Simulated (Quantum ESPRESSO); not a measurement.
# How NaI absorbs and reflects light, part 2 of 3

Aim: the dielectric function of NaI, and the optical constants that follow from it.

Quantum ESPRESSO 7.5; DFT, PBE, plane waves with norm-conserving potentials (PseudoDojo), scalar-relativistic, independent-particle optical response without local fields and without the non-local commutator.

So far. Step 2 (Ground state): There is a gap, 3.64 eV on this mesh (points off the mesh can give less), so no carriers' term is needed.

## 3. Ground state with the final occupations

Level of this step: DFT, PBE, plane waves with norm-conserving potentials (PseudoDojo), scalar-relativistic, ground state (Quantum ESPRESSO).

With the gap or the metal settled, the ground state is repeated with the fitting occupations, and the later steps take its density.

Input file scf.in:

```
&control
  calculation = 'scf'
  prefix = 'x'
  outdir = './tmp'
  pseudo_dir = './'
  verbosity = 'high'
/
&system
  ibrav = 0
  nat = 2
  ntyp = 2
  ecutwfc = 90
  occupations = 'fixed'
/
&electrons
  conv_thr = 1e-09
  electron_maxstep = 100
/
ATOMIC_SPECIES
  I 1.0 I.upf
  Na 1.0 Na.upf
CELL_PARAMETERS angstrom
  0.000000000000 3.236400000000 3.236400000000
  3.236400000000 0.000000000000 3.236400000000
  3.236400000000 3.236400000000 0.000000000000
ATOMIC_POSITIONS crystal
  I 0.500000000000 0.500000000000 0.500000000000
  Na 0.000000000000 0.000000000000 0.000000000000
K_POINTS automatic
  6 6 6 0 0 0
```

Launch:

```bash
mpirun -n 4 pw.x -nk 4 -in scf.in
```

What it wrote:

```text
[banner, memory and clock lines left out]

     using ibrav=0 with symmetry is DISCOURAGED, use correct ibrav instead

     G-vector sticks info

     bravais-lattice index     =            0
     lattice parameter (alat)  =       8.6492  a.u.
     unit-cell volume          =     457.5233 (a.u.)^3
     number of atoms/cell      =            2
     number of atomic types    =            2
     number of electrons       =        16.00
     number of Kohn-Sham states=            8
     kinetic-energy cutoff     =      90.0000  Ry
     charge density cutoff     =     360.0000  Ry
     scf convergence threshold =      1.0E-09
     mixing beta               =       0.7000
     number of iterations used =            8  plain     mixing
     Exchange-correlation= PBE
                           (   1   4   3   4   0   0   0)

     celldm(1)=   8.649202  celldm(2)=   0.000000  celldm(3)=   0.000000
     celldm(4)=   0.000000  celldm(5)=   0.000000  celldm(6)=   0.000000

     crystal axes: (cart. coord. in units of alat)
               a(1) = (   0.000000   0.707107   0.707107 )
               a(2) = (   0.707107   0.000000   0.707107 )
               a(3) = (   0.707107   0.707107   0.000000 )

     reciprocal axes: (cart. coord. in units 2 pi/alat)
               b(1) = ( -0.707107  0.707107  0.707107 )
               b(2) = (  0.707107 -0.707107  0.707107 )
               b(3) = (  0.707107  0.707107 -0.707107 )

     ./I.upf
     Pseudo is Norm-conserving + core correction, Zval =  7.0
     Generated using ONCVPSP code by D. R. Hamann
     Using radial grid of 1196 points,  6 beta functions with:
                l(1) =   0
                l(2) =   0
                l(3) =   1
                l(4) =   1
                l(5) =   2
                l(6) =   2

     ./Na.upf
     Pseudo is Norm-conserving, Zval =  9.0
     Generated using ONCVPSP code by D. R. Hamann
     Using radial grid of 1992 points,  4 beta functions with:
                l(1) =   0
                l(2) =   0
                l(3) =   1
                l(4) =   1

     atomic species   valence    mass     pseudopotential
     I                 7.00     1.00000     I ( 1.00)
     Na                9.00     1.00000     Na( 1.00)

     48 Sym. Ops., with inversion, found

                                    s                        frac. trans.

     [... symmetry matrices left out ...]
   Cartesian axes

     site n.     atom                  positions (alat units)
         1        I      tau(   1) = (   0.7071068   0.7071068   0.7071068  )
         2        Na     tau(   2) = (   0.0000000   0.0000000   0.0000000  )

   Crystallographic axes

     site n.     atom                  positions (cryst. coord.)
         1        I      tau(   1) = (  0.5000000  0.5000000  0.5000000  )
         2        Na     tau(   2) = (  0.0000000  0.0000000  0.0000000  )

     number of k points=    16
                       cart. coord. in units 2pi/alat
        k(    1) = (   0.0000000   0.0000000   0.0000000), wk =   0.0092593
        k(    2) = (   0.1178511   0.1178511  -0.1178511), wk =   0.0740741
        k(    3) = (   0.2357023   0.2357023  -0.2357023), wk =   0.0740741
        k(    4) = (  -0.3535534  -0.3535534   0.3535534), wk =   0.0370370
        k(    5) = (   0.2357023   0.0000000  -0.0000000), wk =   0.0555556
        k(    6) = (   0.3535534   0.1178511  -0.1178511), wk =   0.2222222
        k(    7) = (  -0.2357023  -0.4714045   0.4714045), wk =   0.2222222
        k(    8) = (  -0.1178511  -0.3535534   0.3535534), wk =   0.2222222
        k(    9) = (   0.0000000  -0.2357023   0.2357023), wk =   0.1111111
        k(   10) = (   0.4714045   0.0000000  -0.0000000), wk =   0.0555556
        k(   11) = (  -0.1178511  -0.5892557   0.5892557), wk =   0.2222222
        k(   12) = (  -0.0000000  -0.4714045   0.4714045), wk =   0.1111111
        k(   13) = (  -0.7071068   0.0000000   0.0000000), wk =   0.0277778
        k(   14) = (  -0.2357023  -0.4714045   0.7071068), wk =   0.2222222
        k(   15) = (  -0.1178511  -0.3535534   0.5892557), wk =   0.2222222
        k(   16) = (  -0.7071068   0.2357023   0.0000000), wk =   0.1111111

                       cryst. coord.
[...]
k(    9) = (   0.0000000   0.1666667  -0.1666667), wk =   0.1111111
        k(   10) = (  -0.0000000   0.3333333   0.3333333), wk =   0.0555556
        k(   11) = (   0.0000000   0.3333333  -0.5000000), wk =   0.2222222
        k(   12) = (   0.0000000   0.3333333  -0.3333333), wk =   0.1111111
        k(   13) = (   0.0000000  -0.5000000  -0.5000000), wk =   0.0277778
        k(   14) = (   0.1666667   0.3333333  -0.5000000), wk =   0.2222222
        k(   15) = (   0.1666667   0.3333333  -0.3333333), wk =   0.2222222
        k(   16) = (   0.1666667  -0.5000000  -0.3333333), wk =   0.1111111

     Dense  grid:    52873 G-vectors     FFT dimensions: (  54,  54,  54)

     Initial potential from superposition of free atoms

     starting charge      15.9937, renormalised to      16.0000
     Starting wfcs are    9 randomized atomic wfcs

     Self-consistent Calculation

     iteration #  1     ecut=    90.00 Ry     beta= 0.70
     Davidson diagonalization with overlap

            71 MiB given to the printing process from OS
            36 MiB allocation reported by mallinfo(arena+hblkhd)
------------------
     ethr =  1.00E-02,  avg # of iterations =  1.0

     Threshold (ethr) on eigenvalues was too large:
     Diagonalizing with lowered threshold

     Davidson diagonalization with overlap

            71 MiB given to the printing process from OS
            42 MiB allocation reported by mallinfo(arena+hblkhd)
------------------
     ethr =  1.57E-04,  avg # of iterations =  2.1

     total energy              =    -117.48553800 Ry
     estimated scf accuracy    <       0.02044424 Ry

     iteration #  2     ecut=    90.00 Ry     beta= 0.70
     Davidson diagonalization with overlap

            86 MiB given to the printing process from OS
            51 MiB allocation reported by mallinfo(arena+hblkhd)
------------------
     ethr =  1.28E-04,  avg # of iterations =  2.0

     total energy              =    -117.49065780 Ry
     estimated scf accuracy    <       0.00178995 Ry

     iteration #  3     ecut=    90.00 Ry     beta= 0.70
     Davidson diagonalization with overlap

            88 MiB given to the printing process from OS
            53 MiB allocation reported by mallinfo(arena+hblkhd)
------------------
     ethr =  1.12E-05,  avg # of iterations =  2.0

     total energy              =    -117.49089405 Ry
     estimated scf accuracy    <       0.00009372 Ry

     iteration #  4     ecut=    90.00 Ry     beta= 0.70
     Davidson diagonalization with overlap

            90 MiB given to the printing process from OS
            55 MiB allocation reported by mallinfo(arena+hblkhd)
------------------
     ethr =  5.86E-07,  avg # of iterations =  3.1

     total energy              =    -117.49091681 Ry
     estimated scf accuracy    <       0.00001987 Ry

     iteration #  5     ecut=    90.00 Ry     beta= 0.70
     Davidson diagonalization with overlap

            92 MiB given to the printing process from OS
            56 MiB allocation reported by mallinfo(arena+hblkhd)
------------------
     ethr =  1.24E-07,  avg # of iterations =  2.0

     total energy              =    -117.49092186 Ry
     estimated scf accuracy    <       0.00000071 Ry

     iteration #  6     ecut=    90.00 Ry     beta= 0.70
     Davidson diagonalization with overlap

            93 MiB given to the printing process from OS
            58 MiB allocation reported by mallinfo(arena+hblkhd)
------------------
     ethr =  4.45E-09,  avg # of iterations =  2.0

     total energy              =    -117.49092185 Ry
     estimated scf accuracy    <       0.00000011 Ry

     iteration #  7     ecut=    90.00 Ry     beta= 0.70
     Davidson diagonalization with overlap

            95 MiB given to the printing process from OS
            60 MiB allocation reported by mallinfo(arena+hblkhd)
------------------
     ethr =  7.12E-10,  avg # of iterations =  2.2

     total energy              =    -117.49092188 Ry
     estimated scf accuracy    <          4.1E-09 Ry

     iteration #  8     ecut=    90.00 Ry     beta= 0.70
     Davidson diagonalization with overlap

            97 MiB given to the printing process from OS
            61 MiB allocation reported by mallinfo(arena+hblkhd)
------------------
     ethr =  2.56E-11,  avg # of iterations =  2.1

     total energy              =    -117.49092188 Ry
     estimated scf accuracy    <          1.0E-09 Ry

     iteration #  9     ecut=    90.00 Ry     beta= 0.70
     Davidson diagonalization with overlap

            98 MiB given to the printing process from OS
            63 MiB allocation reported by mallinfo(arena+hblkhd)
------------------
     ethr =  6.47E-12,  avg # of iterations =  2.0

     End of self-consistent calculation

          k = 0.0000 0.0000 0.0000 (  6615 PWs)   bands (ev):

   -48.7329 -20.6556 -20.6556 -20.6556  -9.2151   1.8038   1.8038   1.8038

     occupation numbers
     1.0000   1.0000   1.0000   1.0000   1.0000   1.0000   1.0000   1.0000

          k = 0.1179 0.1179-0.1179 (  6591 PWs)   bands (ev):

   -48.7329 -20.6569 -20.6557 -20.6557  -9.1415   1.0714   1.7290   1.7290

     occupation numbers
     1.0000   1.0000   1.0000   1.0000   1.0000   1.0000   1.0000   1.0000

          k = 0.2357 0.2357-0.2357 (  6573 PWs)   bands (ev):

   -48.7329 -20.6595 -20.6558 -20.6558  -8.9857   0.0438   1.5894   1.5894

     occupation numbers
     1.0000   1.0000   1.0000   1.0000   1.0000   1.0000   1.0000   1.0000

          k =-0.3536-0.3536 0.3536 (  6586 PWs)   bands (ev):

   -48.7329 -20.6608 -20.6559 -20.6559  -8.9029  -0.3742   1.5239   1.5239

     occupation numbers
     1.0000   1.0000   1.0000   1.0000   1.0000   1.0000   1.0000   1.0000

          k = 0.2357 0.0000-0.0000 (  6571 PWs)   bands (ev):

   -48.7329 -20.6567 -20.6560 -20.6560  -9.1184   1.0778   1.5921   1.5921

     occupation numbers
     1.0000   1.0000   1.0000   1.0000   1.0000   1.0000   1.0000   1.0000

          k = 0.3536 0.1179-0.1179 (  6602 PWs)   bands (ev):

   -48.7329 -20.6586 -20.6563 -20.6562  -8.9924   0.3330   1.3930   1.4300

     occupation numbers
     1.0000   1.0000   1.0000   1.0000   1.0000   1.0000   1.0000   1.0000

     [... further k points left out ...]

     highest occupied level (ev):     1.8038

!    total energy              =    -117.49092188 Ry
     estimated scf accuracy    <          1.2E-10 Ry

     The total energy is the sum of the following terms:
     one-electron contribution =     -78.64423725 Ry
     hartree contribution      =      42.88325473 Ry
     xc contribution           =     -21.77659982 Ry
     ewald contribution        =     -59.95333953 Ry

     convergence has been achieved in   9 iterations

     XML data file, charge density, pseudopotentials, collected wavefunctions

                                        0.00s GPU  (     128 calls)
```

Run time: 10 s. Hardware: 4 MPI ranks of Arm Neoverse N1, shared host; peak memory 0.1 GiB.

## 4. Bands on the whole mesh, 9×9×9

At the fixed density, many empty bands are solved on the mesh of the response, since the spectrum sums over them.

This step: DFT, PBE, plane waves with norm-conserving potentials (PseudoDojo), scalar-relativistic, bands at fixed density (Quantum ESPRESSO 7.5).

nscf.in, as its differences from scf.in of step 3:

```diff
@@ -1,3 +1,3 @@
 &control
-  calculation = 'scf'
+  calculation = 'nscf'
   prefix = 'x'
@@ -5,3 +5,2 @@
   pseudo_dir = './'
-  verbosity = 'high'
 /
@@ -13,2 +12,5 @@
   occupations = 'fixed'
+  nbnd = 35
+  nosym = .true.
+  noinv = .true.
 /
@@ -17,2 +19,3 @@
   electron_maxstep = 100
+  diago_full_acc = .true.
 /
@@ -29,2 +32,2 @@
 K_POINTS automatic
-  6 6 6 0 0 0
+  9 9 9 0 0 0
```

Launch:

```bash
mpirun -n 4 pw.x -nk 4 -in nscf.in
```

What it wrote:

```text
[banner, memory and clock lines left out]

     Atomic positions and unit cell read from directory:

     G-vector sticks info

     bravais-lattice index     =            0
     lattice parameter (alat)  =       8.6492  a.u.
     unit-cell volume          =     457.5233 (a.u.)^3
     number of atoms/cell      =            2
     number of atomic types    =            2
     number of electrons       =        16.00
     number of Kohn-Sham states=           35
     kinetic-energy cutoff     =      90.0000  Ry
     charge density cutoff     =     360.0000  Ry
     Exchange-correlation= PBE
                           (   1   4   3   4   0   0   0)

     celldm(1)=   8.649202  celldm(2)=   0.000000  celldm(3)=   0.000000
     celldm(4)=   0.000000  celldm(5)=   0.000000  celldm(6)=   0.000000

     crystal axes: (cart. coord. in units of alat)
               a(1) = (   0.000000   0.707107   0.707107 )
               a(2) = (   0.707107   0.000000   0.707107 )
               a(3) = (   0.707107   0.707107   0.000000 )

     reciprocal axes: (cart. coord. in units 2 pi/alat)
               b(1) = ( -0.707107  0.707107  0.707107 )
               b(2) = (  0.707107 -0.707107  0.707107 )
               b(3) = (  0.707107  0.707107 -0.707107 )

     ./I.upf
     Pseudo is Norm-conserving + core correction, Zval =  7.0
     Generated using ONCVPSP code by D. R. Hamann
     Using radial grid of 1196 points,  6 beta functions with:
                l(1) =   0
                l(2) =   0
                l(3) =   1
                l(4) =   1
                l(5) =   2
                l(6) =   2

     ./Na.upf
     Pseudo is Norm-conserving, Zval =  9.0
     Generated using ONCVPSP code by D. R. Hamann
     Using radial grid of 1992 points,  4 beta functions with:
                l(1) =   0
                l(2) =   0
                l(3) =   1
                l(4) =   1

     atomic species   valence    mass     pseudopotential
     I                 7.00     1.00000     I ( 1.00)
     Na                9.00     1.00000     Na( 1.00)

     No symmetry found

   Cartesian axes

     site n.     atom                  positions (alat units)
         1        I      tau(   1) = (   0.7071068   0.7071068   0.7071068  )
         2        Na     tau(   2) = (   0.0000000   0.0000000   0.0000000  )

     number of k points=   729

     Number of k-points >= 100: set verbosity='high' to print them.

     Dense  grid:    52873 G-vectors     FFT dimensions: (  54,  54,  54)

     The potential is recalculated from file :

     Starting wfcs are    9 randomized atomic wfcs +   26 random wfcs

     Band Structure Calculation
     Davidson diagonalization with overlap

     ethr =  6.25E-12,  avg # of iterations = 40.4

     End of band structure calculation

     Number of k-points >= 100: set verbosity='high' to print the bands.

     highest occupied, lowest unoccupied level (ev):     1.8039    5.4430

     XML data file, pseudopotentials, collected wavefunctions

                                        0.00s GPU  (    8812 calls)

[... left out ...]
ulation
     Davidson diagonalization with overlap

     ethr =  6.25E-12,  avg # of iterations = 40.4

     End of band structure calculation

     Number of k-points >= 100: set verbosity='high' to print the bands.

     highest occupied, lowest unoccupied level (ev):     1.8039    5.4430

     XML data file, pseudopotentials, collected wavefunctions

                                        0.00s GPU  (    8812 calls)
```

Elapsed: 23 min, on 4 MPI ranks; peak memory 0.08 GiB.

(Part 2 of 3 ends here.)

[Machine, clock, banner and «Message from routine» lines are left out of the logs.]

[Logs are printed without paths, hosts, clocks, repeated set-up lines and the standing remarks that a program may print on its own settings, such as how far it seeks lower states.]

[Hosts, paths, dates, database ids (printed as entryN), source tags and the programs' standing remarks are cut or masked in the printed files.]
